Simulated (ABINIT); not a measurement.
## Quasiparticle gap of TiNF (Pmmn) in ABINIT

How does a plane-wave GW calculation on TiNF (Pmmn) run from the first input to the gap?

Method: LDA and many-body steps on it, plane waves, in ABINIT 10.8.3.

### Step 1. The structure

It takes space group Pmmn (No. 59, orthorhombic). Conventional cell: a = 3.062 Å, b = 3.964 Å, c = 7.871 Å, α = 90.00°, β = 90.00°, γ = 90.00°. Nearest to Ti lie 4 N at 2.01 Å and 2 F at 2.04 Å. Nearest to N lie 4 Ti at 2.01 Å. Nearest to F lie 2 Ti at 2.04 Å. Farther neighbours and most contacts between anions are not listed.

The cell and positions are those that the Materials Project relaxed with its own functionals (PBE, PBE+U or r2SCAN), kept fixed.

### Step 2. Ground state

This step: ABINIT 10.8.3; DFT, LDA, plane waves, norm-conserving pseudopotentials.

The ground-state density comes first.

Contents of run.abi:

```
acell 3*1.0 Angstrom
rprim 
  3.062004000000 0.000000000000 0.000000000000
  0.000000000000 3.964387000000 0.000000000000
  0.000000000000 0.000000000000 7.870826000000
ntypat 3
znucl 22 7 9
natom 6
typat 1 1 2 2 3 3
xred 
  0.500000000000 0.000000000000 0.895914000000
  0.000000000000 0.500000000000 0.104086000000
  0.500000000000 0.500000000000 0.939316000000
  0.000000000000 0.000000000000 0.060684000000
  0.000000000000 0.000000000000 0.724624000000
  0.500000000000 0.500000000000 0.275376000000
pp_dirpath "pseudos"
pseudos "Ti.upf, N.upf, F.upf"
ecut 38
ngkpt 6 6 4
nshiftk 1
shiftk 0 0 0
kptopt 1
chksymbreak 0
nband 31
occopt 1
tolvrs 1e-10
nstep 60
prtwf 0
optforces 0
optstress 0
indata_prefix "in"
outdata_prefix "out"
tmpdata_prefix "tmp"
```

The run is started by

```
> OMP_NUM_THREADS=1 mpirun -n 4 abinit run.abi > log
```

Numbers of over 12 decimals in the logs are rounded to 6 here.

Output:

```text
.Version 10.8.3 of ABINIT. v10.8.2 released Aug 2026.

 Symmetries : space group Pm m n (# 59); Bravais oP (primitive ortho.)
================================================================================
 Values of the parameters that define the memory need of the present run
     intxc =       0    ionmov =       0      iscf =       7    lmnmax =       6
     lnmax =       6     mgfft =      90  mpssoang =       3    mqgrid =    4128
     natom =       6  nloc_mem =       1    nspden =       1   nspinor =       1
    nsppol =       1      nsym =       8    n1xccc =    2501    ntypat =       3
    occopt =       1   xclevel =       1
-    mband =          31        mffmem =           1         mkmem =          12
       mpw =        7242          nfft =      145800          nkpt =          48
================================================================================
  Rough estimation (10% accuracy) of disk space for files :
================================================================================

--------------------------------------------------------------------------------
------------- Echo of variables that govern the present computation ------------
--------------------------------------------------------------------------------
 -outvars: echo values of preprocessed input variables --------
            acell      1.8897261259E+00  1.8897261259E+00  1.8897261259E+00 Bohr

      chksymbreak           0
             ecut      3.80000000E+01 Hartree
-          fftalg         312

              ixc       -1012
              kpt      0.00000000E+00  0.00000000E+00  0.00000000E+00
                       1.66666667E-01  0.00000000E+00  0.00000000E+00
                       3.33333333E-01  0.00000000E+00  0.00000000E+00
                       5.00000000E-01  0.00000000E+00  0.00000000E+00
                       0.00000000E+00  1.66666667E-01  0.00000000E+00
                       1.66666667E-01  1.66666667E-01  0.00000000E+00
                       3.33333333E-01  1.66666667E-01  0.00000000E+00
                       5.00000000E-01  1.66666667E-01  0.00000000E+00
                       0.00000000E+00  3.33333333E-01  0.00000000E+00
   [... 37 further rows ...]
                       3.33333333E-01  5.00000000E-01  5.00000000E-01
                       5.00000000E-01  5.00000000E-01  5.00000000E-01
         kptrlatt        6    0    0      0    6    0      0    0    4
          kptrlen      3.47180937E+01
P           mkmem          12
            natom           6
            nband          31
            ngfft          36      45      90
             nkpt          48
            nstep          60
             nsym           8
           ntypat           3
              occ      2.000000  2.000000  2.000000  2.000000  2.000000  2.000000
                       2.000000  2.000000  2.000000  2.000000  2.000000  2.000000
                       2.000000  2.000000  2.000000  2.000000  2.000000  2.000000
                       2.000000  2.000000  2.000000  2.000000  2.000000  2.000000
                       0.000000  0.000000  0.000000  0.000000  0.000000  0.000000
                       0.000000
        optforces           0
        optstress           0
            prtwf           0
            rprim      3.0620040000E+00  0.0000000000E+00  0.0000000000E+00
[...]
spgroup          59

           tolvrs      1.00000000E-10

             xred      5.0000000000E-01  0.0000000000E+00  8.9591400000E-01
[...]
znucl       22.00000    7.00000    9.00000

================================================================================

 chkinp: Checking input parameters for consistency.

================================================================================
== DATASET  1 ==================================================================
-   mpi_nproc: 4, omp_nthreads: 1 (-1 if OMP is not activated)

--- !DatasetInfo
iteration_state: {dtset: 1, }
dimensions: {natom: 6, nkpt: 48, mband: 31, nsppol: 1, nspinor: 1, nspden: 1, mpw: 7242, }
cutoff_energies: {ecut:  38.0, pawecutdg:  -1.0, }
electrons: {nelect:   4.80000000E+01, charge:   0.00000000E+00, occopt:   1.00000000E+00, tsmear:   1.00000000E-02, }

 Real(R)+Recip(G) space primitive vectors, cartesian coordinates (Bohr,Bohr^-1):
 R(1)=  5.7863490  0.0000000  0.0000000  G(1)=  0.1728205  0.0000000  0.0000000
 R(2)=  0.0000000  7.4916057  0.0000000  G(2)=  0.0000000  0.1334827  0.0000000
 R(3)=  0.0000000  0.0000000 14.8737055  G(3)=  0.0000000  0.0000000  0.0672327
 Unit cell volume ucvol=  6.4476093E+02 bohr^3
 Angles (23,13,12)=  9.00000000E+01  9.00000000E+01  9.00000000E+01 degrees

 getcut: wavevector=  0.0000  0.0000  0.0000  ngfft=  36  45  90
         ecut(hartree)=     38.000   => boxcut(ratio)=   2.11651

--- Pseudopotential description ------------------------------------------------
- Ti Generated using ONCVPSP code by D. R. Hamann
- 22.00000  12.00000  180309                  znucl, zion, pspdat
12 -1012 2 -1 1568                            pspcod,pspxc,lmax,lloc,mmax
     nproj     2     2     2
  pspatm : epsatm=   14.84363209
         --- l  ekb(1:nproj) -->
[...]
pspatm: atomic psp has been read  and splines computed

- N Generated using ONCVPSP code by D. R. Hamann
-  7.00000   5.00000  180309                  znucl, zion, pspdat
12 -1012 1 -1 1058                            pspcod,pspxc,lmax,lloc,mmax
     nproj     2     2     0
  pspatm : epsatm=    5.30777321
         --- l  ekb(1:nproj) -->
[...]
pspatm: atomic psp has been read  and splines computed

- F Generated using ONCVPSP code by D. R. Hamann
-  9.00000   7.00000  201202                  znucl, zion, pspdat
12 -1012 2 -1 824                             pspcod,pspxc,lmax,lloc,mmax
     nproj     2     2     1
  pspatm : epsatm=    4.94580260
         --- l  ekb(1:nproj) -->
[...]
2   -2.364936
 pspatm: atomic psp has been read  and splines computed

   2.40933196E+03                                ecore*ucvol(ha*bohr**3)
--------------------------------------------------------------------------------

_setup2: Arith. and geom. avg. npw (full set) are    7214.035    7214.013

================================================================================

--- !BeginCycle
iteration_state: {dtset: 1, }
solver: {iscf: 7, nstep: 60, nline: 4, wfoptalg: 0, }
tolerances: {tolvrs: 1.00E-10, }

     iter   Etot(hartree)      deltaE(h)  residm     vres2
 ETOT  1  -187.81445062200    -1.878E+02 1.526E-01 4.447E+03
 ETOT  2  -179.30610648341     8.508E+00 5.955E-02 3.850E+04
 ETOT  3  -188.80043684611    -9.494E+00 3.711E-02 5.013E+02
 ETOT  4  -188.85441805185    -5.398E-02 2.406E-02 2.490E+02
 ETOT  5  -188.87595995426    -2.154E-02 3.906E-03 1.128E+02
 ETOT  6  -188.90342775831    -2.747E-02 2.420E-03 4.577E+00
 ETOT  7  -188.90416822731    -7.405E-04 2.133E-03 1.420E+00
 ETOT  8  -188.90411031861     5.791E-05 9.040E-04 2.090E+00
 ETOT  9  -188.90413630225    -2.598E-05 1.150E-03 1.023E+00
 ETOT 10  -188.90423540783    -9.911E-05 4.842E-04 2.087E-02
[...]
ETOT 15  -188.90423767680    -1.024E-10 3.416E-04 1.734E-08
 ETOT 16  -188.90423767679     9.749E-12 2.373E-04 3.723E-09
 ETOT 17  -188.90423767680    -6.651E-12 3.447E-04 1.936E-10
 ETOT 18  -188.90423767679     7.788E-12 2.110E-04 2.500E-10
 ETOT 19  -188.90423767680    -1.344E-11 3.346E-04 1.367E-11

 At SCF step   19       vres2   =  1.37E-11 < tolvrs=  1.00E-10 =>converged.

--- !ResultsGS
iteration_state: {dtset: 1, }
comment   : Summary of ground state results
lattice_vectors:
- [  5.7863490,   0.0000000,   0.0000000, ]
- [  0.0000000,   7.4916057,   0.0000000, ]
- [  0.0000000,   0.0000000,  14.8737055, ]
lattice_lengths: [   5.78635,    7.49161,   14.87371, ]
lattice_angles: [ 90.000,  90.000,  90.000, ] # degrees, (23, 13, 12)
lattice_volume:   6.4476093E+02
convergence: {deltae: -1.344E-11, res2:  1.367E-11, residm:  3.346E-04, diffor:  0.000E+00, }
etotal    :  -1.88904238E+02
entropy   :   0.00000000E+00
fermie    :   7.68222598E-02
cartesian_stress_tensor: null
pressure_GPa: null
xred      :
- [  5.0000E-01,   0.0000E+00,   8.9591E-01, Ti]
- [  0.0000E+00,   5.0000E-01,   1.0409E-01, Ti]
- [  5.0000E-01,   5.0000E-01,   9.3932E-01,  N]
- [  0.0000E+00,   0.0000E+00,   6.0684E-02,  N]
- [  0.0000E+00,   0.0000E+00,   7.2462E-01,  F]
- [  5.0000E-01,   5.0000E-01,   2.7538E-01,  F]
cartesian_forces: null
force_length_stats: {min: null, max: null, mean: null, }

 Integrated electronic density in atomic spheres:
 ------------------------------------------------
 Atom  Sphere_radius  Integrated_density
[...]
================================================================================

 ----iterations are completed or convergence reached----

 Mean square residual over all n,k,spin=   14.588E-07; max=  33.457E-05
 reduced coordinates (array xred) for    6 atoms
[...]
0.000000000000      0.500000000000      0.104086000000
       0.500000000000      0.500000000000      0.939316000000
       0.000000000000      0.000000000000      0.060684000000
       0.000000000000      0.000000000000      0.724624000000
       0.500000000000      0.500000000000      0.275376000000
 rms dE/dt=  0.0000E+00; max dE/dt=  0.0000E+00; dE/dt below (all hartree)
    1       0.000000000000      0.000000000000      0.000000000000
    2       0.000000000000      0.000000000000      0.000000000000
    3       0.000000000000      0.000000000000      0.000000000000
    4       0.000000000000      0.000000000000      0.000000000000
    5       0.000000000000      0.000000000000      0.000000000000
    6       0.000000000000      0.000000000000      0.000000000000

 cartesian coordinates (angstrom) at end:
    1      1.531002     0.000000     7.051583
    2      0.000000     1.982193     0.819243
    3      1.531002     1.982193     7.393193
    4      0.000000     0.000000     0.477633
    5      0.000000     0.000000     5.703389
    6      1.531002     1.982193     2.167437
 length scales=  1.889726125908  1.889726125908  1.889726125908 bohr
              =  1.000000000000  1.000000000000  1.000000000000 angstroms
 prteigrs : about to open file out_EIG
 Fermi (or HOMO) energy (hartree) =   0.07682   Average Vxc (hartree)=  -0.33136
 Eigenvalues (hartree) for nkpt=  48  k points:
 kpt#   1, nband= 31, wtk=  0.00694, kpt=  0.0000  0.0000  0.0000 (reduced coord)
  -2.02108   -2.01845   -1.16553   -1.16138   -1.15946   -1.15692   -1.15243   -1.15215
  -0.76221   -0.76105   -0.45253   -0.40272   -0.14068   -0.12498   -0.12323   -0.12017
  -0.09428   -0.08941   -0.08644   -0.02944   -0.02040   -0.01944    0.03105    0.07682
   0.10072    0.12830    0.13398    0.14735    0.15239    0.17423    0.21309
 prteigrs : prtvol=0 or 1, do not print more k-points.

--- !EnergyTerms
iteration_state     : {dtset: 1, }
comment             : Components of total free energy in Hartree
kinetic             :  9.21621675864353E+01
hartree             :  1.07893969415883E+02
xc                  : -3.40130442589389E+01
Ewald energy        : -6.05644211546545E+01
psp_core            :  3.73678344770718E+00
local_psp           : -2.91840016851457E+02
non_local_psp       : -6.27967586177844E+00
total_energy        : -1.88904237676804E+02
total_energy_eV     : -5.14034617492610E+03
band_energy         : -2.84465493528107E+01

== END DATASET(S) ==============================================================
================================================================================

 -outvars: echo values of variables after computation  --------
           etotal     -1.8890423768E+02
            nband          31
             nkpt          48
          spgroup          59
 [... the other variables as echoed above ...]

 Calculation completed.
```

It took 2.5 min on 4 MPI ranks of Arm Neoverse V2, shared host; peak memory 0.53 GiB; 9.9 min of CPU time.

Numbers from this step:

* total energy: -5140.3462 eV
* gap: 0.6504 eV
* k of the valence top: 0, 0, 0
* k of the conduction bottom: 0, 0, 0
* least direct gap: 0.6504 eV

The gap is direct, at Γ.

(Part 1 of 3 ends here.)

[Paths, hosts, dates, memory and timing lines, banners, echoed tables and standing remarks are left out of the program output.]

[Logs are printed without paths, hosts, clocks, repeated set-up lines and the standing remarks that a program may print on its own settings, such as how far it seeks lower states.]

[Runs of the session that timed out or met a known fault of the program may be left out.]

[Hosts, paths, dates, database ids (printed as entryN), source tags and the programs' standing remarks are cut or masked in the printed files.]

[G0W0 gaps are taken among the corrected bands and points alone; a level outside them can change the order at an edge.]

[Where Ansatz stands beside ABINIT at settings called matched, ABINIT's density can come from a denser mesh and the files from another edition; pairs whose starting gaps differed by over 0.03 eV were left out, so agreement reads better than it is.]
